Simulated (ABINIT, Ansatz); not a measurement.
# Cs2NaAlH6 (Fm-3m): G0W0 on several meshes in ABINIT, part 2 of 2

Aim: the GW shift of Cs2NaAlH6 (Fm-3m) against the k mesh.

ABINIT 10.8.3; LDA and many-body steps on it, plane waves. Known limits of the many-body steps: not at the basis limit; no spin-orbit coupling; coarse k mesh.

So far. Step 4 (2×2×2): The gap on the mesh goes from 1.76 eV to 3.55 eV, a correction of +1.80 eV. Step 5 (Empty states on the mesh, 4×4×4 mesh, 136 bands): On this mesh the gap is 1.756 eV.

## 7. 4×4×4

This step: G0W0 on LDA, plane waves, norm-conserving pseudopotentials.

File run.abi:

```
acell 3*1.0 Angstrom
rprim 
  -0.000000000000 4.312959000000 4.312959000000
  4.312959000000 -0.000000000000 4.312959000000
  4.312959000000 4.312959000000 -0.000000000000
ntypat 4
znucl 55 11 13 1
natom 10
typat 1 1 2 3 4 4 4 4 4 4
xred 
  0.250000000000 0.250000000000 0.250000000000
  0.750000000000 0.750000000000 0.750000000000
  0.500000000000 0.500000000000 0.500000000000
  -0.000000000000 -0.000000000000 0.000000000000
  0.208755000000 0.791245000000 0.791245000000
  0.208755000000 0.791245000000 0.208755000000
  0.791245000000 0.208755000000 0.791245000000
  0.791245000000 0.791245000000 0.208755000000
  0.208755000000 0.208755000000 0.791245000000
  0.791245000000 0.208755000000 0.208755000000
pp_dirpath "pseudos"
pseudos "Cs.upf, Na.upf, Al.upf, H.upf"
ecut 38
ngkpt 4 4 4
nshiftk 1
shiftk 0 0 0
kptopt 1
chksymbreak 0
istwfk *1
occopt 1
irdwfk 1
optdriver 4
nband 124
gwcalctyp 0
ecutsigx 38
symsigma 1
nkptgw 2
kptgw 
  0.5000000000 0.5000000000 0.0000000000
  0.0000000000 0.0000000000 0.0000000000
bdgw 
  17 20
  17 22
ecuteps 4.2
irdscr 1
ppmodel 1
indata_prefix "in"
outdata_prefix "out"
tmpdata_prefix "tmp"
```

Started as:

```bash
$ OMP_NUM_THREADS=1 mpirun -n 4 abinit run.abi > log
```

Numbers of over 12 decimals in the logs are rounded to 6 here.

What it wrote:

```text
.Version 10.8.3 of ABINIT. v10.8.2 released Aug 2026.

 Symmetries : space group Fm -3 m (#225); Bravais cF (face-center cubic)
[... echo of the input left out ...]
== DATASET  1 ==================================================================
-   mpi_nproc: 4, omp_nthreads: 1 (-1 if OMP is not activated)

--- !DatasetInfo
iteration_state: {dtset: 1, }
dimensions: {natom: 10, nkpt: 8, mband: 124, nsppol: 1, nspinor: 1, nspden: 1, mpw: 12180, }
cutoff_energies: {ecut:  38.0, pawecutdg:  -1.0, }
electrons: {nelect:   3.60000000E+01, charge:   0.00000000E+00, occopt:   1.00000000E+00, tsmear:   1.00000000E-02, }

 SIGMA: Calculation of the GW corrections

 Based on a program developped by R.W. Godby, V. Olevano, G. Onida, and L. Reining.
 Incorporated in ABINIT by V. Olevano, G.-M. Rignanese, and M. Torrent.
.Using double precision arithmetic ; gwpc =  8

[... cell and pseudopotentials left out ...]
--------------------------------------------------------------------------------

 ==== K-mesh for the wavefunctions ====
 Number of points in the irreducible wedge :     8
[... list of points left out ...]
 Together with 48 symmetry operations and time-reversal symmetry
 yields    64 points in the full Brillouin Zone.

 ==== Q-mesh for screening function ====
 Number of points in the irreducible wedge :     8
[... list of points left out ...]
 Together with 48 symmetry operations and time-reversal symmetry
 yields    64 points in the full Brillouin Zone.

 vcoul_init : cutoff-mode = AUXILIARY_FUNCTION
 q-points for optical limit:   1
     1)      0.000010    0.000020    0.000030
 setmesh: FFT mesh size selected  =    64x   64x   64
          total number of points  =       262144

 Number of electrons calculated from density =   36.0000; Expected =   36.0000
[...]
number of omega for Sigma on real axis              0
 max omega for Sigma on real axis  [eV]           0.00
 zcut for avoiding poles [eV]                     0.10

 EPSILON^-1 parameters (SCR file):
 dimension of the eps^-1 matrix on file            459
 dimension of the eps^-1 matrix used               459
 number of plane-waves for wavefunctions         12039
 number of bands                                   124
 number of q-points in IBZ                           8
 number of frequencies                               2
 number of real frequencies                          1
 number of imag frequencies                          1

 matrix elements of self-energy operator (all in [eV])

 Perturbative Calculation

--- !SelfEnergy_ee
iteration_state: {dtset: 1, }
kpoint     : [   0.500,    0.500,    0.000, ]
spin       : 1
KS_gap     :    3.447
QP_gap     :    5.431
Delta_QP_KS:    1.984
data: !SigmaeeData |
     Band     E0 <VxcDFT>   SigX SigC(E0)      Z dSigC/dE  Sig(E)    E-E0       E
       17   0.877 -10.218 -13.481   2.033   0.786  -0.273 -11.184  -0.966  -0.089
       18   1.987 -10.780 -13.979   1.984   0.784  -0.276 -11.733  -0.953   1.035
       19   5.434  -8.001  -3.591  -3.170   0.831  -0.203  -6.970   1.031   6.466
[...]
--- !SelfEnergy_ee
iteration_state: {dtset: 1, }
kpoint     : [   0.000,    0.000,    0.000, ]
spin       : 1
KS_gap     :    2.221
QP_gap     :    4.085
Delta_QP_KS:    1.864
data: !SigmaeeData |
     Band     E0 <VxcDFT>   SigX SigC(E0)      Z dSigC/dE  Sig(E)    E-E0       E
[...]
21   7.544  -8.617  -3.927  -3.386   0.817  -0.224  -7.551   1.066   8.610
       22   7.544  -8.617  -3.927  -3.386   0.817  -0.224  -7.551   1.066   8.610

== END DATASET(S) ==============================================================
================================================================================

 -outvars: echo values of variables after computation  --------
           etotal      0.0000000000E+00
            nband         124
             nkpt           8
          spgroup         225
 [... the other variables as echoed above ...]

 Calculation completed.
```

Wall time 72 s (4 MPI ranks of Arm Neoverse N1, shared host); peak memory 2.8 GiB; 4.8 min of CPU time.

This step gave:

```
G0W0 gap on the points computed              : 3.634 eV
starting gap on the mesh                     : 1.756 eV
k of the valence top                         : 0.5, 0.5, 0
k of the conduction bottom                   : 0, 0, 0
Z at the valence top                         : 0.784
Z at the conduction bottom                   : 0.828
least direct G0W0 gap on the computed points : 4.085 eV
```

Against G0W0 in ABINIT (2×2×2 mesh, 124 bands, screening to 114.3 eV, Godby-Needs plasmon pole), the gap moves by +0.080 eV.

## 8. Side by side

Times are wall times on 4 MPI ranks of Arm Neoverse N1, shared host, good to a factor of about two. A run's time includes the screening step that it read.

| run | mesh | bands | screening cutoff (eV) | DFT gap (eV) | gap on the mesh (eV) | direct (eV) | ε∞ used | time |
| --- | --- | --- | --- | --- | --- | --- | --- | --- |
| 2×2×2 | 2×2×2 | 124 | 114.3 | 1.756 | 3.554 | 3.979 | 4.38 | 85 s |
| 4×4×4 | 4×4×4 | 124 | 114.3 | 1.756 | 3.634 | 4.085 | 3.66 | 9.4 min |

## 9. Summary of results

```
2×2×2        : 3.554 eV
4×4×4        : 3.634 eV
known limits : not at the basis limit; no spin-orbit coupling; coarse k mesh
```

4×4×4: +0.080 eV against 2×2×2. Bands and cutoff are finite, so the gap is not at the basis limit. The miss can reach some tenths of an eV and take either sign; the mesh is an error of its own. In the G0W0 runs levels were corrected at 2 k points alone, so a gap called «on the mesh» is the least over those, and an edge elsewhere would be missed. The 2×2×2 mesh is coarse for this cell, which bears on the long-range parts of exchange and screening. The many-body steps are scalar-relativistic: spin-orbit coupling is not in them.

[Paths, hosts, dates, memory and timing lines, banners, echoed tables and standing remarks are left out of the program output.]

[Logs are printed without paths, hosts, clocks, repeated set-up lines and the standing remarks that a program may print on its own settings, such as how far it seeks lower states.]

[Runs of the session that timed out or met a known fault of the program may be left out.]

[Hosts, paths, dates, database ids (printed as entryN), source tags and the programs' standing remarks are cut or masked in the printed files.]

[G0W0 gaps are taken among the corrected bands and points alone; a level outside them can change the order at an edge.]

[Where Ansatz stands beside ABINIT at settings called matched, ABINIT's density can come from a denser mesh and the files from another edition; pairs whose starting gaps differed by over 0.03 eV were left out, so agreement reads better than it is.]
